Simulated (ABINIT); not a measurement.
# A GW chain in ABINIT: SnO2 (Imma), part 2 of 3

Aim: the G0W0 gap of SnO2 (Imma) on LDA, step by step.

ABINIT 10.8.3; LDA and many-body steps on it, plane waves. Known limits of the many-body steps: not at the basis limit; no spin-orbit coupling; coarse k mesh.

So far. Step 2 (Ground state): The gap is direct, at Γ.

### 3. Bands along the symmetry lines

Level of this step: DFT, LDA, plane waves, norm-conserving pseudopotentials (ABINIT).

Levels along a band path, at the cheap level, show where the edges lie and whether the meshes to come will hold them.

Contents of run.abi:

```
acell 3*1.0 Angstrom
rprim 
  -3.248897000000 3.414470000000 3.414021000000
  3.248897000000 -3.414470000000 3.414021000000
  3.248897000000 3.414470000000 -3.414021000000
ntypat 2
znucl 50 8
natom 12
typat 1 1 1 1 2 2 2 2 2 2 2 2
xred 
  0.996401000000 0.246401000000 0.750000000000
  0.003599000000 0.753599000000 0.250000000000
  0.500000000000 0.500000000000 0.500000000000
  0.500000000000 0.000000000000 0.000000000000
  0.193504000000 0.196226000000 0.502722000000
  0.697565000000 0.754060000000 0.943505000000
  0.193504000000 0.690782000000 0.997278000000
  0.310555000000 0.754060000000 0.556495000000
  0.689445000000 0.245940000000 0.443505000000
  0.302435000000 0.245940000000 0.056495000000
  0.806496000000 0.309218000000 0.002722000000
  0.806496000000 0.803774000000 0.497278000000
pp_dirpath "pseudos"
pseudos "Sn.upf, O.upf"
ecut 42
iscf -2
irdden 1
kptopt 0
nkpt 37
kpt 
  0.00000000 0.00000000 0.00000000
  0.16666667 -0.16666667 0.16666667
  0.33333333 -0.33333333 0.33333333
  0.50000000 -0.50000000 0.50000000
  0.49211402 -0.49211402 0.50788598
  0.48422805 -0.48422805 0.51577195
  0.47634207 -0.47634207 0.52365793
  -0.47634207 0.47634207 0.47634207
  -0.31756138 0.31756138 0.31756138
  -0.15878069 0.15878069 0.15878069
  0.00000000 0.00000000 0.00000000
  0.16664475 0.16664475 -0.16664475
  0.33328950 0.33328950 -0.33328950
  0.49993425 0.49993425 -0.49993425
  0.50006575 -0.49993425 0.49993425
  0.50004383 -0.49995617 0.49995617
  0.50002192 -0.49997808 0.49997808
  0.50000000 -0.50000000 0.50000000
  0.00000000 0.00000000 0.00000000
  0.00000000 0.16666667 0.00000000
  0.00000000 0.33333333 0.00000000
  0.00000000 0.50000000 0.00000000
  0.08333333 0.41666667 0.08333333
  0.16666667 0.33333333 0.16666667
  0.25000000 0.25000000 0.25000000
  0.33333333 0.16666667 0.16666667
  0.41666667 0.08333333 0.08333333
  0.50000000 0.00000000 0.00000000
  0.33333333 0.00000000 0.00000000
  0.16666667 0.00000000 0.00000000
  0.00000000 0.00000000 0.00000000
  0.00000000 0.00000000 0.16666667
  0.00000000 0.00000000 0.33333333
  0.00000000 0.00000000 0.50000000
  0.08333333 0.08333333 0.41666667
  0.16666667 0.16666667 0.33333333
  0.25000000 0.25000000 0.25000000
istwfk *1
nband 83
nbdbuf 10
tolwfr 1e-07
nstep 50
prtwf 0
prtvol 0
indata_prefix "in"
outdata_prefix "out"
tmpdata_prefix "tmp"
```

Launch:

```console
> OMP_NUM_THREADS=1 mpirun -n 8 abinit run.abi > log
```

Numbers of over 12 decimals in the logs are rounded to 6 here.

Output:

```text
.Version 10.8.3 of ABINIT. v10.8.2 released Aug 2026.

 Symmetries : space group Im m a (# 74); Bravais oI (body-center ortho.)
[... echo of the input left out ...]
== DATASET  1 ==================================================================
-   mpi_nproc: 8, omp_nthreads: 1 (-1 if OMP is not activated)

--- !DatasetInfo
iteration_state: {dtset: 1, }
dimensions: {natom: 12, nkpt: 37, mband: 83, nsppol: 1, nspinor: 1, nspden: 1, mpw: 13338, }
cutoff_energies: {ecut:  42.0, pawecutdg:  -1.0, }
electrons: {nelect:   1.36000000E+02, charge:   0.00000000E+00, occopt:   1.00000000E+00, tsmear:   1.00000000E-02, }

 Real(R)+Recip(G) space primitive vectors, cartesian coordinates (Bohr,Bohr^-1):
 R(1)= -6.1395255  6.4524132  6.4515647  G(1)=  0.0000000  0.0774904  0.0775006
 R(2)=  6.1395255 -6.4524132  6.4515647  G(2)=  0.0814395  0.0000000  0.0775006
 R(3)=  6.1395255  6.4524132 -6.4515647  G(3)=  0.0814395  0.0774904  0.0000000
 Unit cell volume ucvol=  1.0223086E+03 bohr^3
 Angles (23,13,12)=  1.12129753E+02  1.08153076E+02  1.08163993E+02 degrees

 getcut: wavevector=  0.0000  0.0000  0.0000  ngfft=  72  72  72
         ecut(hartree)=     42.000   => boxcut(ratio)=   2.24428

 getcut : COMMENT -
  Note that boxcut > 2.2 ; recall that boxcut=Gcut(box)/Gcut(sphere) = 2
  is sufficient for exact treatment of convolution.
  Such a large boxcut is a waste : you could raise ecut
  e.g. ecut=   52.886358 Hartrees makes boxcut=2

--- Pseudopotential description ------------------------------------------------
- Sn Generated using ONCVPSP code by D. R. Hamann
- 50.00000  22.00000  180309                  znucl, zion, pspdat
12 -1012 2 -1 1608                            pspcod,pspxc,lmax,lloc,mmax
     nproj     2     2     2
  pspatm : epsatm=   27.51067946
         --- l  ekb(1:nproj) -->
             0    9.730369   -0.593632
             1    3.965824   -0.290188
             2   -2.469055   -0.630375
 pspatm: atomic psp has been read  and splines computed

- O Generated using ONCVPSP code by D. R. Hamann
-  8.00000   6.00000  201201                  znucl, zion, pspdat
12 -1012 2 -1 926                             pspcod,pspxc,lmax,lloc,mmax
     nproj     2     2     1
  pspatm : epsatm=    6.24525921
         --- l  ekb(1:nproj) -->
[...]
2   -1.033686
 pspatm: atomic psp has been read  and splines computed

--------------------------------------------------------------------------------

================================================================================
 prteigrs : about to open file out_EIG
 Non-SCF case, kpt    1 (  0.00000  0.00000  0.00000), residuals and eigenvalues=
  4.86E-08  4.88E-08  4.64E-08  6.12E-08  1.69E-08  3.11E-08  1.19E-08  3.24E-08
  3.84E-08  4.35E-08  1.41E-08  2.90E-08  3.08E-08  4.48E-08  2.71E-08  4.27E-08
  1.70E-08  1.65E-08  1.67E-08  3.43E-08  6.33E-08  4.17E-08  7.92E-08  3.53E-08
[...]
1.8092E-01  1.8092E-01  3.8283E-01  3.8283E-01  3.8314E-01  3.8314E-01
  5.0540E-01  5.0540E-01  5.0906E-01  5.0906E-01  5.3106E-01  5.3106E-01
  5.3197E-01  5.3197E-01  6.3929E-01  6.4099E-01  6.4330E-01

--- !ResultsGS
iteration_state: {dtset: 1, }
comment   : Summary of ground state results
lattice_vectors:
- [ -6.1395255,   6.4524132,   6.4515647, ]
- [  6.1395255,  -6.4524132,   6.4515647, ]
- [  6.1395255,   6.4524132,  -6.4515647, ]
lattice_lengths: [  10.99773,   10.99773,   10.99773, ]
lattice_angles: [112.130, 108.153, 108.164, ] # degrees, (23, 13, 12)
lattice_volume:   1.0223086E+03
convergence: {deltae:  0.000E+00, res2:  0.000E+00, residm:  9.981E-08, diffor:  0.000E+00, }
etotal    :  -1.01827521E+03
entropy   :   0.00000000E+00
fermie    :   2.09226217E-01
cartesian_stress_tensor: null
pressure_GPa: null
xred      :
- [  9.9640E-01,   2.4640E-01,   7.5000E-01, Sn]
- [  3.5990E-03,   7.5360E-01,   2.5000E-01, Sn]
- [  5.0000E-01,   5.0000E-01,   5.0000E-01, Sn]
- [  5.0000E-01,   1.2425E-17,   2.3954E-17, Sn]
- [  1.9350E-01,   1.9623E-01,   5.0272E-01,  O]
- [  6.9756E-01,   7.5406E-01,   9.4350E-01,  O]
- [  1.9350E-01,   6.9078E-01,   9.9728E-01,  O]
[...]
- [  8.0650E-01,   3.0922E-01,   2.7220E-03,  O]
- [  8.0650E-01,   8.0377E-01,   4.9728E-01,  O]
cartesian_forces: null
force_length_stats: {min: null, max: null, mean: null, }

 Integrated electronic density in atomic spheres:
 ------------------------------------------------
 Atom  Sphere_radius  Integrated_density
[...]
================================================================================

 ----iterations are completed or convergence reached----

 Mean square residual over all n,k,spin=   43.819E-09; max=  99.810E-09
 reduced coordinates (array xred) for   12 atoms
[...]
cartesian coordinates (angstrom) at end:
    1     -0.000000     5.121705     1.682436
    2      3.248897    -1.707235     1.731585
    3      1.624448     1.707235     1.707010
[...]
11     -1.606762     1.707235     3.799778
   12      1.606762     1.707235     3.799778
 length scales=  1.889726125908  1.889726125908  1.889726125908 bohr
              =  1.000000000000  1.000000000000  1.000000000000 angstroms
 prteigrs : about to open file out_EIG
 Eigenvalues (hartree) for nkpt=  37  k points:
 kpt#   1, nband= 83, wtk=  1.00000, kpt=  0.0000  0.0000  0.0000 (reduced coord)
[...]
kpt#   2, nband= 83, wtk=  1.00000, kpt=  0.1667 -0.1667  0.1667 (reduced coord)
[...]
kpt#   3, nband= 83, wtk=  1.00000, kpt=  0.3333 -0.3333  0.3333 (reduced coord)
[...]
kpt#  36, nband= 83, wtk=  1.00000, kpt=  0.1667  0.1667  0.3333 (reduced coord)
[...]
0.62939    0.63381    0.64262
 kpt#  37, nband= 83, wtk=  1.00000, kpt=  0.2500  0.2500  0.2500 (reduced coord)
[...]
0.18035    0.18035    0.18092    0.18092    0.38283    0.38283    0.38314    0.38314
   0.50540    0.50540    0.50906    0.50906    0.53106    0.53106    0.53197    0.53197
   0.63929    0.64099    0.64330

== END DATASET(S) ==============================================================
================================================================================

 -outvars: echo values of variables after computation  --------
            nband          83
             nkpt          37
          spgroup          74
 [... the other variables as echoed above ...]

 Calculation completed.
```

Wall time 94 s (8 MPI ranks of AMD EPYC 9B45 (Zen 5), shared host); peak memory 1.5 GiB; 13 min of CPU time.

This step gave:

```yaml
gap: 0.4765 eV
k_of_the_valence_top: 0, 0, 0
k_of_the_conduction_bottom: 0, 0, 0
least_direct_gap: 0.4765 eV
```

The gap is 0.476 eV, as in the run before at this level.

Electronic bands along the path, in eV, zero at the top of the highest filled band:

```tsv
point	band 65	band 66	band 67	band 68	band 69	band 70	band 71	band 72
Γ	-0.77	-0.74	-0.73	0.00	0.48	4.09	4.09	5.37
X	-1.19	-1.19	-0.85	-0.85	4.03	4.03	5.31	5.32
F0	-1.18	-1.18	-0.85	-0.85	4.03	4.03	5.16	5.45
jump to Σ0	-1.18	-1.18	-0.85	-0.85	4.03	4.03	5.16	5.45
Γ	-0.77	-0.74	-0.73	0.00	0.48	4.09	4.09	5.37
Λ0	-1.19	-1.19	-0.85	-0.85	4.03	4.03	5.31	5.32
jump to G0	-1.19	-1.19	-0.85	-0.85	4.03	4.03	5.31	5.32
X	-1.19	-1.19	-0.85	-0.85	4.03	4.03	5.31	5.32
jump to Γ	-0.77	-0.74	-0.73	0.00	0.48	4.09	4.09	5.37
R	-0.82	-0.81	-0.51	-0.47	3.78	3.78	5.32	5.34
W	-0.79	-0.79	-0.77	-0.77	4.72	4.72	4.73	4.73
S	-0.79	-0.79	-0.61	-0.61	3.67	3.67	5.56	5.56
Γ	-0.77	-0.74	-0.73	0.00	0.48	4.09	4.09	5.37
T	-0.81	-0.81	-0.49	-0.49	3.78	3.78	5.33	5.33
W	-0.79	-0.79	-0.77	-0.77	4.72	4.72	4.73	4.73
```

### 4. Empty states on the mesh, 2×2×2 mesh, 462 bands

The sums over transitions need many empty states on a uniform mesh; this step solves for them.

Contents of run.abi:

```
acell 3*1.0 Angstrom
rprim 
  -3.248897000000 3.414470000000 3.414021000000
  3.248897000000 -3.414470000000 3.414021000000
  3.248897000000 3.414470000000 -3.414021000000
ntypat 2
znucl 50 8
natom 12
typat 1 1 1 1 2 2 2 2 2 2 2 2
xred 
  0.996401000000 0.246401000000 0.750000000000
  0.003599000000 0.753599000000 0.250000000000
  0.500000000000 0.500000000000 0.500000000000
  0.500000000000 0.000000000000 0.000000000000
  0.193504000000 0.196226000000 0.502722000000
  0.697565000000 0.754060000000 0.943505000000
  0.193504000000 0.690782000000 0.997278000000
  0.310555000000 0.754060000000 0.556495000000
  0.689445000000 0.245940000000 0.443505000000
  0.302435000000 0.245940000000 0.056495000000
  0.806496000000 0.309218000000 0.002722000000
  0.806496000000 0.803774000000 0.497278000000
pp_dirpath "pseudos"
pseudos "Sn.upf, O.upf"
ecut 42
ngkpt 2 2 2
nshiftk 1
shiftk 0 0 0
kptopt 1
chksymbreak 0
iscf -2
irdden 1
istwfk *1
nband 462
nbdbuf 42
tolwfr 1e-09
nstep 60
prtvol 0
indata_prefix "in"
outdata_prefix "out"
tmpdata_prefix "tmp"
```

Launch:

```console
> OMP_NUM_THREADS=1 mpirun -n 5 abinit run.abi > log
```

Output:

```text
.Version 10.8.3 of ABINIT. v10.8.2 released Aug 2026.

 Symmetries : space group Im m a (# 74); Bravais oI (body-center ortho.)
[... echo of the input left out ...]
== DATASET  1 ==================================================================
-   mpi_nproc: 5, omp_nthreads: 1 (-1 if OMP is not activated)

--- !DatasetInfo
iteration_state: {dtset: 1, }
dimensions: {natom: 12, nkpt: 5, mband: 462, nsppol: 1, nspinor: 1, nspden: 1, mpw: 13326, }
cutoff_energies: {ecut:  42.0, pawecutdg:  -1.0, }
electrons: {nelect:   1.36000000E+02, charge:   0.00000000E+00, occopt:   1.00000000E+00, tsmear:   1.00000000E-02, }

 Real(R)+Recip(G) space primitive vectors, cartesian coordinates (Bohr,Bohr^-1):
 R(1)= -6.1395255  6.4524132  6.4515647  G(1)=  0.0000000  0.0774904  0.0775006
 R(2)=  6.1395255 -6.4524132  6.4515647  G(2)=  0.0814395  0.0000000  0.0775006
 R(3)=  6.1395255  6.4524132 -6.4515647  G(3)=  0.0814395  0.0774904  0.0000000
 Unit cell volume ucvol=  1.0223086E+03 bohr^3
 Angles (23,13,12)=  1.12129753E+02  1.08153076E+02  1.08163993E+02 degrees

 getcut: wavevector=  0.0000  0.0000  0.0000  ngfft=  72  72  72
         ecut(hartree)=     42.000   => boxcut(ratio)=   2.24428

 getcut : COMMENT -
  Note that boxcut > 2.2 ; recall that boxcut=Gcut(box)/Gcut(sphere) = 2
  is sufficient for exact treatment of convolution.
  Such a large boxcut is a waste : you could raise ecut
  e.g. ecut=   52.886358 Hartrees makes boxcut=2

--- Pseudopotential description ------------------------------------------------
- Sn Generated using ONCVPSP code by D. R. Hamann
- 50.00000  22.00000  180309                  znucl, zion, pspdat
12 -1012 2 -1 1608                            pspcod,pspxc,lmax,lloc,mmax
     nproj     2     2     2
  pspatm : epsatm=   27.51067946
         --- l  ekb(1:nproj) -->
             0    9.730369   -0.593632
             1    3.965824   -0.290188
             2   -2.469055   -0.630375
 pspatm: atomic psp has been read  and splines computed

- O Generated using ONCVPSP code by D. R. Hamann
-  8.00000   6.00000  201201                  znucl, zion, pspdat
12 -1012 2 -1 926                             pspcod,pspxc,lmax,lloc,mmax
     nproj     2     2     1
  pspatm : epsatm=    6.24525921
         --- l  ekb(1:nproj) -->
[...]
2   -1.033686
 pspatm: atomic psp has been read  and splines computed

--------------------------------------------------------------------------------

================================================================================
 prteigrs : about to open file out_EIG
 Non-SCF case, kpt    1 (  0.00000  0.00000  0.00000), residuals and eigenvalues=
  6.01E-10  1.72E-10  8.19E-10  6.39E-10  2.97E-10  3.77E-10  3.27E-10  2.56E-10
  3.07E-10  3.77E-10  2.69E-10  3.72E-10  3.53E-10  3.19E-10  3.01E-10  4.30E-10
  5.20E-10  3.55E-10  5.94E-10  3.93E-10  5.76E-10  5.44E-10  5.30E-10  5.61E-10
[...]
3.37E-04  1.89E-04  7.05E-04  6.67E-04  1.64E-03  6.00E-04
 -4.4809E+00 -4.4809E+00 -4.4809E+00 -4.4809E+00 -2.8620E+00 -2.8620E+00
 -2.8620E+00 -2.8620E+00 -2.8607E+00 -2.8607E+00 -2.8606E+00 -2.8606E+00
[...]
3.8969E+00  3.8990E+00  3.9016E+00  3.9107E+00  3.9195E+00  3.9332E+00
 prteigrs : prtvol=0 or 1, do not print more k-points.

--- !ResultsGS
iteration_state: {dtset: 1, }
comment   : Summary of ground state results
lattice_vectors:
- [ -6.1395255,   6.4524132,   6.4515647, ]
- [  6.1395255,  -6.4524132,   6.4515647, ]
- [  6.1395255,   6.4524132,  -6.4515647, ]
lattice_lengths: [  10.99773,   10.99773,   10.99773, ]
lattice_angles: [112.130, 108.153, 108.164, ] # degrees, (23, 13, 12)
lattice_volume:   1.0223086E+03
convergence: {deltae:  0.000E+00, res2:  0.000E+00, residm:  9.973E-10, diffor:  0.000E+00, }
etotal    :  -1.01827521E+03
entropy   :   0.00000000E+00
fermie    :   2.09226217E-01
cartesian_stress_tensor: null
pressure_GPa: null
xred      :
- [  9.9640E-01,   2.4640E-01,   7.5000E-01, Sn]
- [  3.5990E-03,   7.5360E-01,   2.5000E-01, Sn]
- [  5.0000E-01,   5.0000E-01,   5.0000E-01, Sn]
- [  5.0000E-01,   1.2425E-17,   2.3954E-17, Sn]
- [  1.9350E-01,   1.9623E-01,   5.0272E-01,  O]
- [  6.9756E-01,   7.5406E-01,   9.4350E-01,  O]
- [  1.9350E-01,   6.9078E-01,   9.9728E-01,  O]
[...]
- [  8.0650E-01,   3.0922E-01,   2.7220E-03,  O]
- [  8.0650E-01,   8.0377E-01,   4.9728E-01,  O]
cartesian_forces: null
force_length_stats: {min: null, max: null, mean: null, }

 Integrated electronic density in atomic spheres:
 ------------------------------------------------
 Atom  Sphere_radius  Integrated_density
[...]
================================================================================

 ----iterations are completed or convergence reached----

 Mean square residual over all n,k,spin=   40.441E-11; max=  99.732E-11
 reduced coordinates (array xred) for   12 atoms
[...]
0.806496000000      0.309218000000      0.002722000000
       0.806496000000      0.803774000000      0.497278000000

 cartesian coordinates (angstrom) at end:
    1     -0.000000     5.121705     1.682436
    2      3.248897    -1.707235     1.731585
    3      1.624448     1.707235     1.707010
[...]
11     -1.606762     1.707235     3.799778
   12      1.606762     1.707235     3.799778
 length scales=  1.889726125908  1.889726125908  1.889726125908 bohr
              =  1.000000000000  1.000000000000  1.000000000000 angstroms
 prteigrs : about to open file out_EIG
 Eigenvalues (hartree) for nkpt=   5  k points:
 kpt#   1, nband=462, wtk=  0.12500, kpt=  0.0000  0.0000  0.0000 (reduced coord)
[...]
3.80734    3.81007    3.81458    3.81673    3.81760    3.82140    3.83120    3.83134
   3.85180    3.86410    3.86820    3.87007    3.87153    3.88801    3.88980    3.89633
   3.89689    3.89898    3.90156    3.91066    3.91947    3.93323
 prteigrs : prtvol=0 or 1, do not print more k-points.

== END DATASET(S) ==============================================================
================================================================================

 -outvars: echo values of variables after computation  --------
            nband         462
             nkpt           5
          spgroup          74
 [... the other variables as echoed above ...]

 Calculation completed.
```

Run time: 5.9 min. Hardware: 5 MPI ranks; peak memory 1.1 GiB; 29 min of CPU time.

This step gave:

| Quantity | Value |
| --- | --- |
| gap | 0.4765 eV |
| k of the valence top | 0, 0, 0 |
| k of the conduction bottom | 0, 0, 0 |
| least direct gap | 0.4765 eV |
| k points computed | 5 |
| lowest point of the top converged band, above the valence top | 92.5138 eV |

On this mesh the gap is 0.476 eV.

### 5. Screening, 2×2×2 mesh, 420 bands, screening to 149.7 eV

The RPA dielectric matrix is built and inverted for each q.

This step: RPA screening on LDA, plane waves, norm-conserving pseudopotentials.

Changes to run.abi since step 4:

```diff
@@ -30,10 +30,11 @@
 chksymbreak 0
-iscf -2
-irdden 1
 istwfk *1
-nband 462
-nbdbuf 42
-tolwfr 1e-09
-nstep 60
-prtvol 0
+occopt 1
+irdwfk 1
+optdriver 3
+nband 420
+ecuteps 5.5
+inclvkb 2
+awtr 1
+symchi 1
 indata_prefix "in"
@@ -41 +42,2 @@
 tmpdata_prefix "tmp"
+fftgw 31
```

Launch:

```console
> OMP_NUM_THREADS=1 mpirun -n 8 abinit run.abi > log
```

Output:

```text
.Version 10.8.3 of ABINIT. v10.8.2 released Aug 2026.

 Symmetries : space group Im m a (# 74); Bravais oI (body-center ortho.)
[... echo of the input left out ...]
== DATASET  1 ==================================================================
-   mpi_nproc: 8, omp_nthreads: 1 (-1 if OMP is not activated)

--- !DatasetInfo
iteration_state: {dtset: 1, }
dimensions: {natom: 12, nkpt: 5, mband: 420, nsppol: 1, nspinor: 1, nspden: 1, mpw: 13326, }
cutoff_energies: {ecut:  42.0, pawecutdg:  -1.0, }
electrons: {nelect:   1.36000000E+02, charge:   0.00000000E+00, occopt:   1.00000000E+00, tsmear:   1.00000000E-02, }

 SCREENING: Calculation of the susceptibility and dielectric matrices

 Based on a program developped by R.W. Godby, V. Olevano, G. Onida, and L. Reining.
 Incorporated in ABINIT by V. Olevano, G.-M. Rignanese, and M. Torrent.
.Using double precision arithmetic ; gwpc =  8

[... cell and pseudopotentials left out ...]
--------------------------------------------------------------------------------

 ==== K-mesh for the wavefunctions ====
 Number of points in the irreducible wedge :     5
[... list of points left out ...]
 Together with  8 symmetry operations and time-reversal symmetry
 yields     8 points in the full Brillouin Zone.

 ==== Q-mesh for the screening function ====
 Number of points in the irreducible wedge :     5
[... list of points left out ...]
 Together with  8 symmetry operations and time-reversal symmetry
 yields     8 points in the full Brillouin Zone.

 setmesh: FFT mesh size selected  =    54x   54x   54
          total number of points  =       157464

 vcoul_init : cutoff-mode = AUXILIARY_FUNCTION
 q-points for optical limit:   1
     1)      0.000010    0.000020    0.000030

- screening: taking advantage of time-reversal symmetry
- Maximum band index for partially occupied states nbvw = 68
- Remaining bands to be divided among processors   nbcw = 352
- Number of bands treated by each node ~44

 Number of electrons calculated from density =  136.0000; Expected =  136.0000
 average of density, n =  0.133032
 r_s =    1.2152
 omega_plasma =   35.1831 [eV]

 calculating chi0 at frequencies [eV] :
  1    0.000000E+00    0.000000E+00
  2    0.000000E+00    3.518309E+01

--------------------------------------------------------------------------------
  q-point number  1        q = ( 0.000000, 0.000000, 0.000000) [r.l.u.]
--------------------------------------------------------------------------------
[... chi0 elements left out ...]
 For q-point:  0.000010 0.000020 0.000030
  dielectric constant =   8.7175
  dielectric constant without local fields =   9.1433

  Average fulfillment of the sum rule on Im[epsilon] for q-point    1 :     67.63  [%]
[... wings left out ...]
  q-point number  2        q = ( 0.500000, 0.000000, 0.000000) [r.l.u.]
--------------------------------------------------------------------------------
[... chi0 elements left out ...]
  Average fulfillment of the sum rule on Im[epsilon] for q-point    2 :     71.64  [%]

 [... 3 further q-points ...]
```

Run time: 5.1 min. Hardware: 8 MPI ranks; peak memory 14 GiB.

Numbers from this step:

- ε∞ with local fields, on this mesh, along the program's q direction: 8.717
- the same without local fields: 9.143
- plasma frequency: 35.18 eV
- plane waves in the screening matrix: 635

Local fields lower ε∞ by 5 %. On a Γ-centred mesh this coarse the value itself is usually too large, while a short band sum pulls it down.

[end of part 2 of 3]

[Paths, hosts, dates, memory and timing lines, banners, echoed tables and standing remarks are left out of the program output.]

[Logs are printed without paths, hosts, clocks, repeated set-up lines and the standing remarks that a program may print on its own settings, such as how far it seeks lower states.]

[Runs of the session that timed out or met a known fault of the program may be left out.]

[Hosts, paths, dates, database ids (printed as entryN), source tags and the programs' standing remarks are cut or masked in the printed files.]

[G0W0 gaps are taken among the corrected bands and points alone; a level outside them can change the order at an edge.]

[Where Ansatz stands beside ABINIT at settings called matched, ABINIT's density can come from a denser mesh and the files from another edition; pairs whose starting gaps differed by over 0.03 eV were left out, so agreement reads better than it is.]
